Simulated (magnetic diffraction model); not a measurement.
**Solving a magnetic structure from powder neutron data: CeVPd4**

Space group P-6m2 (no. 187), a = 5.3150 Å, c = 4.0320 Å.

| site | atom | x | y | z |
| --- | --- | --- | --- | --- |
| 1e | Ce | 2/3 | 1/3 | 0 |
| 3k | Pd | 0.1746 | 0.3492 | 1/2 |
| 1c | Pd | 1/3 | 2/3 | 0 |
| 1a | V | 0 | 0 | 0 |

This is a made-up structure (elements placed in a structure type, unrelaxed), so the numbers test the method and describe no known phase.

Only Ce is taken to order (form factors of Ce3+); orders and moment sizes are assumed, and not adapted to the symmetry. Radiation: neutrons of λ = 2.567 Å, 8° to 100°; isotropic B of 0.41 Å² (Ce), 0.63 Å² (Pd) and 0.64 Å² (V). The intensities are simulated: I ∝ L Σ (|F_N|² + |F_M⊥|²) for unpolarised neutrons, with F_M = 2.695 fm/μB × Σ f(s) S exp(2πi Q·r) exp(−B s²) at Q = H ± k (one set where k and −k are equivalent), only the part normal to Q counting and L = 1/(sin²θ cos θ). For collinear order S is the moment m, which repeats by lattice and centring translations R with the sign exp(−2πi k·R). Form factors are spin-only for 3d ions and dipole or tabulated for f ions, scattering lengths are Sears's of 1992, and absorption is left out. A label names one of the reflections at its angle. The strongest nuclear line in the range is 100, and lines under 0.2 are left out.

Above the ordering temperature:

```tsv
2θ (°)	index	I
32.38	(1 0 0)	42.9
37.12	(0 0 1)	10.2
50.07	(1 0 1)	54.6
57.76	(1 1 0)	5.6
67.79	(2 0 0)	84.4
70.68	(1 1 1)	100.0
79.09	(0 0 2)	43.4
79.90	(2 0 1)	86.6
88.06	(1 0 2)	16.9
95.08	(2 1 0)	6.3
```

Below it (cell unchanged):

```tsv
2θ (°)	I
32.38	49.9
37.12	13.7
50.07	63.5
57.76	7.7
67.79	85.9
70.68	103.6
79.09	44.1
79.90	89.3
88.06	20.2
95.08	7.9
```

**Question.** Find the propagation vector, then choose among these models:
A. collinear moments along [120], 1.7 μB on Ce
B. collinear moments along [100], 1.7 μB on Ce
C. collinear moments along [001], 1.7 μB on Ce

No line moves, and magnetic intensity falls on nuclear lines such as the one at 50.07°, so the magnetic cell equals the chemical primitive cell: k = 0.

Magnetic intensity, observed (below minus above) and for each model:

| 2θ (°) | index | observed | A | B | C |
| --- | --- | --- | --- | --- | --- |
| 32.38 | (1 0 0) | 7.0 | 7.0 | 7.0 | 14.0 |
| 37.12 | (0 0 1) | 3.5 | 3.5 | 3.5 | <0.2 |
| 50.07 | (1 0 1) | 8.9 | 8.9 | 8.9 | 4.9 |
| 57.76 | (1 1 0) | 2.1 | 2.1 | 2.1 | 4.2 |
| 67.79 | (2 0 0) | 1.5 | 1.5 | 1.5 | 3.0 |
| 79.09 | (0 0 2) | 0.7 | 0.7 | 0.7 | <0.2 |
| 88.06 | (1 0 2) | 3.3 | 3.3 | 3.3 | 0.6 |
| 95.08 | (2 1 0) | 1.6 | 1.6 | 1.6 | 3.2 |

Models A and B match alike on every line, so these data can't choose among them (such ties are often domains of one structure): a powder sees only the angle between collinear moments and the unique axis of a uniaxial spin configuration, and no direction at all where the configuration is cubic.

The structure used: k = (0 0 0), collinear moments along [100], 1.7 μB on Ce.

[Logs are printed without paths, hosts, clocks, repeated set-up lines and the standing remarks that a program may print on its own settings, such as how far it seeks lower states.]
